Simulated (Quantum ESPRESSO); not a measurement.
# E(θ) between the sublattices of MnBr2, part 2 of 3

Aim: the energy of MnBr2 as two sets of moments turn from parallel to opposed.

Quantum ESPRESSO 7.5; PBEsol with U = 5 eV on Mn d (ortho-atomic projectors); plane waves with PseudoDojo 0.4.1 SR PBEsol standard potentials, no spin-orbit coupling.

So far: Starting point; The collinear order that defines the sublattices; The parallel state in the same cell.

**4. Angle 0°, no penalty**

The two sets tilt by half the angle to either side of z. A collinear state is stationary and needs no penalty.

Input file pw.in:

```
&CONTROL
  calculation = 'scf'
  prefix = 'pwscf'
  outdir = './tmp'
  pseudo_dir = './pseudo'
  disk_io = 'nowf'
/
&SYSTEM
  ibrav = 0
  celldm(1) = 8
  nat = 6
  ntyp = 2
  ecutwfc = 82
  nbnd = 72
  occupations = 'smearing'
  smearing = 'fd'
  degauss = 0.00999582
  noncolin = .true.
  starting_magnetization(1) = 0.3033
  angle1(1) = 0
  angle2(1) = 0
  starting_magnetization(2) = 0
  nosym = .true.
/
&ELECTRONS
  conv_thr = 6d-08
  electron_maxstep = 150
  mixing_beta = 0.3
/
ATOMIC_SPECIES
Mn     54.9380 Mn.upf
Br     79.9040 Br.upf
CELL_PARAMETERS alat
   0.4576090468338    0.2642007063644    1.5597806854324
  -0.4576090468338    0.2642007063644    1.5597806854324
   0.0000000000000   -1.0568028255047    3.1195613708648
ATOMIC_POSITIONS crystal
Mn      0.0000000000    0.0000000000    0.0000000000
Mn      0.0000000000    0.0000000000    0.5000000000
Br      0.7426090400    0.7426090400    0.3713045200
Br      0.7426090400    0.7426090400    0.8713045200
Br      0.2573909600    0.2573909600    0.1286954800
Br      0.2573909600    0.2573909600    0.6286954800
K_POINTS automatic
2 2 1 0 0 0
HUBBARD {ortho-atomic}
U Mn-3d 5.0000
```

Run with:

```
> OMP_NUM_THREADS=1 mpirun -n 4 pw.x -in pw.in > pw.out
```

Log:

```text
[banner, memory and clock lines left out]
Program PWSCF v.7.5 starts

     Fixed quantization axis for GGA:     0.000000    0.000000    1.000000
     Found identity + (  0.0000  0.0000 -0.5000) symmetry
     This is a supercell, fractional translations are disabled

     bravais-lattice index     =            0
     lattice parameter (alat)  =       8.0000  a.u.
     unit-cell volume          =    1158.6261 (a.u.)^3
     number of atoms/cell      =            6
     number of atomic types    =            2
     number of electrons       =        58.00
     number of Kohn-Sham states=           72
     kinetic-energy cutoff     =      82.0000  Ry
     charge density cutoff     =     328.0000  Ry
     scf convergence threshold =      6.0E-08
     mixing beta               =       0.3000
     number of iterations used =            8  plain     mixing
     Exchange-correlation= PBESOL
                           (   1   4  10   8   0   0   0)
     Noncollinear calculation without spin-orbit

     Hubbard projectors: ortho-atomic
     Hubbard parameters of DFT+U (Dudarev formulation) in eV:
     U(Mn-3d) =  5.0000

     Internal variables: lda_plus_u =T, lda_plus_u_kind = 0

     Internal variables: orbital_resolved =F, hub_pot_fix =F, apply_U = F

     [... lines left out ...]
     PseudoPot. # 1 for Mn read from file:
     Mn.upf
     Pseudo is Norm-conserving + core correction, Zval = 15.0

     PseudoPot. # 2 for Br read from file:
     Br.upf
     Pseudo is Norm-conserving + core correction, Zval =  7.0

     atomic species   valence    mass     pseudopotential
     Mn               15.00    54.93800     Mn( 1.00)
     Br                7.00    79.90400     Br( 1.00)

     No symmetry found

   Cartesian axes

     site n.     atom                  positions (alat units)
         1        Mn     tau(   1) = (   0.0000000   0.0000000   0.0000000  )
         2        Mn     tau(   2) = (   0.0000000  -0.5284014   1.5597807  )
         3        Br     tau(   3) = (  -0.0000000  -0.0000000   3.4749217  )
         4        Br     tau(   4) = (  -0.0000000  -0.5284014   5.0347024  )
         5        Br     tau(   5) = (  -0.0000000  -0.0000000   1.2044203  )
         6        Br     tau(   6) = (  -0.0000000  -0.5284014   2.7642010  )

     number of k points=     4  Fermi-Dirac smearing, width (Ry)=  0.0100

     Dense  grid:   116151 G-vectors     FFT dimensions: (  75,  75, 160)

     Generating pointlists ...
     new r_m :   0.2627 (alat units)  2.1014 (a.u.) for type    1
     new r_m :   0.2627 (alat units)  2.1014 (a.u.) for type    2

     Initial potential from superposition of free atoms

     starting charge      57.9990, renormalised to      58.0000

     STARTING HUBBARD OCCUPATIONS:

     ================= HUBBARD OCCUPATIONS ================
     ------------------------ ATOM    1 ------------------------
     Tr[ns(  1)] (up, down, total) =   5.00000  0.00000  5.00000
     [... lines left out ...]
     Atomic magnetic moment mx, my, mz =     0.000000    0.000000    5.000000
     ------------------------ ATOM    2 ------------------------
     Tr[ns(  2)] (up, down, total) =   5.00000  0.00000  5.00000
     [... lines left out ...]
     Atomic magnetic moment mx, my, mz =     0.000000    0.000000    5.000000

     Number of occupied Hubbard levels =   10.0000

     atom number    1 relative position :    0.0000   0.0000   0.0000
     charge :    13.324857  (integrated on a sphere of radius 0.263)
     magnetization :          0.000000    0.000000    3.982528
     magnetization/charge:    0.000000    0.000000    0.298880
     polar coord.: r, theta, phi [deg] :     3.982528    0.000000  360.000000

     atom number    2 relative position :    0.0000  -0.5284   1.5598
     charge :    13.324857  (integrated on a sphere of radius 0.263)
     magnetization :          0.000000    0.000000    3.982528
[...]
================= HUBBARD OCCUPATIONS ================
     ------------------------ ATOM    1 ------------------------
     Tr[ns(  1)] (up, down, total) =   4.99470  0.21781  5.21251
     [... lines left out ...]
     Atomic magnetic moment mx, my, mz =    -0.000000    0.000000    4.776889
     ------------------------ ATOM    2 ------------------------
     Tr[ns(  2)] (up, down, total) =   4.99472  0.21780  5.21253
     [... lines left out ...]
     Atomic magnetic moment mx, my, mz =     0.000000    0.000000    4.776918

     Number of occupied Hubbard levels =   10.4250

     Threshold (ethr) on eigenvalues was too large:
     Diagonalizing with lowered threshold

     Davidson diagonalization with overlap
     ethr =  3.05E-04,  avg # of iterations =  2.8

     total energy              =    -560.95048860 Ry
     estimated scf accuracy    <       0.16424064 Ry

     total magnetization       =     0.00     0.00    10.00 Bohr mag/cell
     absolute magnetization    =    10.00 Bohr mag/cell

     [... further iterations left out ...]

     iteration # 10     ecut=    82.00 Ry     beta= 0.30
     Davidson diagonalization with overlap
     ethr =  9.92E-10,  avg # of iterations =  2.0

     atom number    1 relative position :    0.0000   0.0000   0.0000
     charge :    13.224539  (integrated on a sphere of radius 0.263)
     magnetization :          0.000000   -0.000000    4.566327
     magnetization/charge:    0.000000   -0.000000    0.345292
     polar coord.: r, theta, phi [deg] :     4.566327    0.000000  360.000000

     atom number    2 relative position :    0.0000  -0.5284   1.5598
     charge :    13.224538  (integrated on a sphere of radius 0.263)
     magnetization :         -0.000000   -0.000000    4.566327
     magnetization/charge:   -0.000000   -0.000000    0.345292
     polar coord.: r, theta, phi [deg] :     4.566327    0.000000  360.000000

     atom number    3 relative position :   -0.0000  -0.0000   3.4749
     charge :     5.291468  (integrated on a sphere of radius 0.263)
     magnetization :          0.000000   -0.000000    0.056382
     magnetization/charge:    0.000000   -0.000000    0.010655
     polar coord.: r, theta, phi [deg] :     0.056382    0.000000  360.000000

     atom number    4 relative position :   -0.0000  -0.5284   5.0347
     charge :     5.291463  (integrated on a sphere of radius 0.263)
     magnetization :         -0.000000    0.000000    0.056381
     magnetization/charge:   -0.000000    0.000000    0.010655
     polar coord.: r, theta, phi [deg] :     0.056381    0.000000  360.000000

     atom number    5 relative position :   -0.0000  -0.0000   1.2044
     charge :     5.291462  (integrated on a sphere of radius 0.263)
     magnetization :         -0.000000   -0.000000    0.056379
     magnetization/charge:   -0.000000   -0.000000    0.010655
     polar coord.: r, theta, phi [deg] :     0.056379    0.000000  360.000000

     atom number    6 relative position :   -0.0000  -0.5284   2.7642
     charge :     5.291466  (integrated on a sphere of radius 0.263)
     magnetization :         -0.000000   -0.000000    0.056382
     magnetization/charge:   -0.000000   -0.000000    0.010655
     polar coord.: r, theta, phi [deg] :     0.056382    0.000000  360.000000

     End of self-consistent calculation

     ================= HUBBARD OCCUPATIONS ================
     ------------------------ ATOM    1 ------------------------
     Tr[ns(  1)] (up, down, total) =   4.99210  0.24221  5.23431
     [... lines left out ...]
     Atomic magnetic moment mx, my, mz =     0.000000   -0.000000    4.749892
     ------------------------ ATOM    2 ------------------------
     Tr[ns(  2)] (up, down, total) =   4.99210  0.24221  5.23431
     [... lines left out ...]
     Atomic magnetic moment mx, my, mz =    -0.000000   -0.000000    4.749892

     Number of occupied Hubbard levels =   10.4686
     [... lines left out ...]
     the Fermi energy is     5.3533 ev

!    total energy              =    -560.98855467 Ry
     estimated scf accuracy    <          6.6E-09 Ry
     smearing contrib. (-TS)   =      -0.00000084 Ry
     internal energy E=F+TS    =    -560.98855383 Ry

     The total energy is F=E-TS. E is the sum of the following terms:
     one-electron contribution =    -427.99134617 Ry
     hartree contribution      =     229.59948313 Ry
     xc contribution           =    -114.09433614 Ry
     ewald contribution        =    -248.58679699 Ry
     Hubbard energy            =       0.08444234 Ry

     total magnetization       =    -0.00    -0.00    10.00 Bohr mag/cell
     absolute magnetization    =    10.01 Bohr mag/cell

     convergence has been achieved in  10 iterations
```

It took 2.3 min on 4 MPI ranks of Arm Neoverse V1, shared host; peak memory 0.95 GiB; 9.1 min of CPU time.

Spin moment in the atom's sphere by atom:

```csv
atom,x (μB),y (μB),z (μB),size
Mn1,0.00,0.00,4.57,4.57
Mn2,0.00,0.00,4.57,4.57
Br3,0.00,0.00,0.06,0.06
Br4,0.00,0.00,0.06,0.06
Br5,0.00,0.00,0.06,0.06
Br6,0.00,0.00,0.06,0.06
```

Numbers from this step:

* smearing term TS: 1.14e-5 eV
* magnetization: 0, 0, 10 μB
* absolute magnetization: 10.01 μB
* final state: ferromagnetic

**5. Angle 30°, lambda 2 Ry**

A penalty pulls the polar angle of each moment to the typed one; its size and its azimuth are free.

Edit pw.in of step 4 so:

```diff
@@ -11,3 +11,3 @@
   nat = 6
-  ntyp = 2
+  ntyp = 3
   ecutwfc = 82
@@ -19,5 +19,12 @@
   starting_magnetization(1) = 0.3033
-  angle1(1) = 0
+  angle1(1) = 15
   angle2(1) = 0
-  starting_magnetization(2) = 0
+  starting_magnetization(2) = 0.3033
+  angle1(2) = 15
+  angle2(2) = 180
+  starting_magnetization(3) = 0.0071
+  angle1(3) = 0
+  angle2(3) = 0
+  constrained_magnetization = 'atomic direction'
+  lambda = 2
   nosym = .true.
@@ -30,3 +37,4 @@
 ATOMIC_SPECIES
-Mn     54.9380 Mn.upf
+Mn1    54.9380 Mn.upf
+Mn2    54.9380 Mn.upf
 Br     79.9040 Br.upf
@@ -37,4 +45,4 @@
 ATOMIC_POSITIONS crystal
-Mn      0.0000000000    0.0000000000    0.0000000000
-Mn      0.0000000000    0.0000000000    0.5000000000
+Mn1     0.0000000000    0.0000000000    0.0000000000
+Mn2     0.0000000000    0.0000000000    0.5000000000
 Br      0.7426090400    0.7426090400    0.3713045200
@@ -46,2 +54,3 @@
 HUBBARD {ortho-atomic}
-U Mn-3d 5.0000
+U Mn1-3d 5.0000
+U Mn2-3d 5.0000
```

Log:

```text
     [... lines left out ...]
Program PWSCF v.7.5 starts
     [... lines left out ...]
     number of atoms/cell      =            6
     [... lines left out ...]
     number of electrons       =        58.00
     number of Kohn-Sham states=           72
     kinetic-energy cutoff     =      82.0000  Ry
     charge density cutoff     =     328.0000  Ry
     scf convergence threshold =      6.0E-08
     [... lines left out ...]
     Noncollinear calculation without spin-orbit
     [... lines left out ...]
     No symmetry found
     [... lines left out ...]
     number of k points=     4  Fermi-Dirac smearing, width (Ry)=  0.0100
     [... lines left out ...]
     iteration # 11     ecut=    82.00 Ry     beta= 0.30
     [... lines left out ...]
     constraint energy (Ry) =      0.00000179
     atom number    1 relative position :    0.0000   0.0000   0.0000
     [... lines left out ...]
     magnetization :          1.183550    0.000007    4.409159
     [... lines left out ...]
     atom number    2 relative position :    0.0000  -0.5284   1.5598
[...]
magnetization :         -1.183557    0.000012    4.409157
[...]
atom number    3 relative position :   -0.0000  -0.0000   3.4749
[...]
magnetization :         -0.001663   -0.000000    0.054595
[...]
atom number    4 relative position :   -0.0000  -0.5284   5.0347
     [... lines left out ...]
     magnetization :          0.001659    0.000000    0.054594
     [... lines left out ...]
     atom number    5 relative position :   -0.0000  -0.0000   1.2044
     [... lines left out ...]
     magnetization :          0.001677    0.000000    0.054592
     [... lines left out ...]
     atom number    6 relative position :   -0.0000  -0.5284   2.7642
     [... lines left out ...]
     magnetization :         -0.001667    0.000000    0.054595
     [... lines left out ...]
     Tr[ns(  1)] (up, down, total) =   4.91064  0.32404  5.23468
     [... lines left out ...]
     Tr[ns(  2)] (up, down, total) =   4.91064  0.32404  5.23468
     [... lines left out ...]
     the Fermi energy is     5.3531 ev
!    total energy              =    -560.98865045 Ry
     estimated scf accuracy    <       0.00000003 Ry
     smearing contrib. (-TS)   =      -0.00000081 Ry
     [... lines left out ...]
     total magnetization       =    -0.00     0.00     9.66 Bohr mag/cell
     absolute magnetization    =     9.99 Bohr mag/cell
     [... lines left out ...]
     convergence has been achieved in  11 iterations
```

It took 2.5 min on 4 MPI ranks; peak memory 0.95 GiB.

Spin moment in the atom's sphere by atom:

```
atom  x (μB)  y (μB)  z (μB)  size
 Mn1    1.18    0.00    4.41  4.57
 Mn2   -1.18    0.00    4.41  4.57
 Br3    0.00    0.00    0.05  0.05
 Br4    0.00    0.00    0.05  0.05
 Br5    0.00    0.00    0.05  0.05
 Br6    0.00    0.00    0.05  0.05
```

Numbers from this step:

```
smearing term TS       : 1.10e-5 eV
magnetization          : 0, 0, 9.656 μB
absolute magnetization : 9.994 μB
penalty energy         : 0.0244 meV
final state            : non-collinear
```

**6. Angle 60°, lambda 2 Ry**

Input file pw.in:

```
&CONTROL
  calculation = 'scf'
  prefix = 'pwscf'
  outdir = './tmp'
  pseudo_dir = './pseudo'
  disk_io = 'nowf'
/
&SYSTEM
  ibrav = 0
  celldm(1) = 8
  nat = 6
  ntyp = 4
  ecutwfc = 82
  nbnd = 72
  occupations = 'smearing'
  smearing = 'fd'
  degauss = 0.00999582
  noncolin = .true.
  starting_magnetization(1) = 0.3033
  angle1(1) = 30
  angle2(1) = 0
  starting_magnetization(2) = 0.3033
  angle1(2) = 30
  angle2(2) = 180
  starting_magnetization(3) = 0.0073
  angle1(3) = 11.31
  angle2(3) = 180
  starting_magnetization(4) = 0.0073
  angle1(4) = 11.31
  angle2(4) = 0
  constrained_magnetization = 'atomic direction'
  lambda = 2
  nosym = .true.
/
&ELECTRONS
  conv_thr = 6d-08
  electron_maxstep = 150
  mixing_beta = 0.3
/
ATOMIC_SPECIES
Mn1    54.9380 Mn.upf
Mn2    54.9380 Mn.upf
Br1    79.9040 Br.upf
Br2    79.9040 Br.upf
CELL_PARAMETERS alat
   0.4576090468338    0.2642007063644    1.5597806854324
  -0.4576090468338    0.2642007063644    1.5597806854324
   0.0000000000000   -1.0568028255047    3.1195613708648
ATOMIC_POSITIONS crystal
Mn1     0.0000000000    0.0000000000    0.0000000000
Mn2     0.0000000000    0.0000000000    0.5000000000
Br1     0.7426090400    0.7426090400    0.3713045200
Br2     0.7426090400    0.7426090400    0.8713045200
Br2     0.2573909600    0.2573909600    0.1286954800
Br1     0.2573909600    0.2573909600    0.6286954800
K_POINTS automatic
2 2 1 0 0 0
HUBBARD {ortho-atomic}
U Mn1-3d 5.0000
U Mn2-3d 5.0000
```

Log:

```text
     [... lines left out ...]
Program PWSCF v.7.5 starts
     [... lines left out ...]
     number of atoms/cell      =            6
     [... lines left out ...]
     number of electrons       =        58.00
     number of Kohn-Sham states=           72
     kinetic-energy cutoff     =      82.0000  Ry
     charge density cutoff     =     328.0000  Ry
     scf convergence threshold =      6.0E-08
     [... lines left out ...]
     Noncollinear calculation without spin-orbit
     [... lines left out ...]
     No symmetry found
     [... lines left out ...]
     number of k points=     4  Fermi-Dirac smearing, width (Ry)=  0.0100
     [... lines left out ...]
     iteration #150     ecut=    82.00 Ry     beta= 0.30
     [... lines left out ...]
     constraint energy (Ry) =      0.00000922
     [... lines left out ...]
     estimated scf accuracy    <       0.00001707 Ry
     total magnetization       =    -0.00    -0.00     8.65 Bohr mag/cell
     absolute magnetization    =     9.97 Bohr mag/cell
     [... lines left out ...]
     convergence NOT achieved after 150 iterations: stopping
[key lines of the parts left out:]
total energy              =    -560.99013259 Ry
```

It took 55 min on 4 MPI ranks; peak memory 0.96 GiB.

Residual by cycle:

cycle, log10 residual and a bar from the least value:
```
        1        0.3 ##############################
       15       -1.4 ###################
       28       -1.3 ####################
       42       -3.0 ##########
       55       -3.2 #########
       69       -4.2 ##
       82       -3.7 #####
       96       -2.9 ##########
      109       -3.4 #######
      123       -2.9 ##########
      136       -4.5 
      150       -3.6 ######
```

The run stopped without converging, so none of its numbers is a property of the system.

After 150 cycles the residual stands at 2.3e-4, against 1.8e-4 at cycle 76 and a least value of 1.6e-5. The cap of 150 cycles in the input ended the loop.

(Continued in part 3 of 3.)

[Logs and program files are shortened in this print: banners, set-up blocks, solver, clock and traceback lines can be left out without a mark of their own.]

[Logs are printed without paths, hosts, clocks, repeated set-up lines and the standing remarks that a program may print on its own settings, such as how far it seeks lower states.]

[Hosts, paths, dates, database ids (printed as entryN), source tags and the programs' standing remarks are cut or masked in the printed files.]

[Where a cell is said to come from a database of computed structures, the database is the Materials Project.]
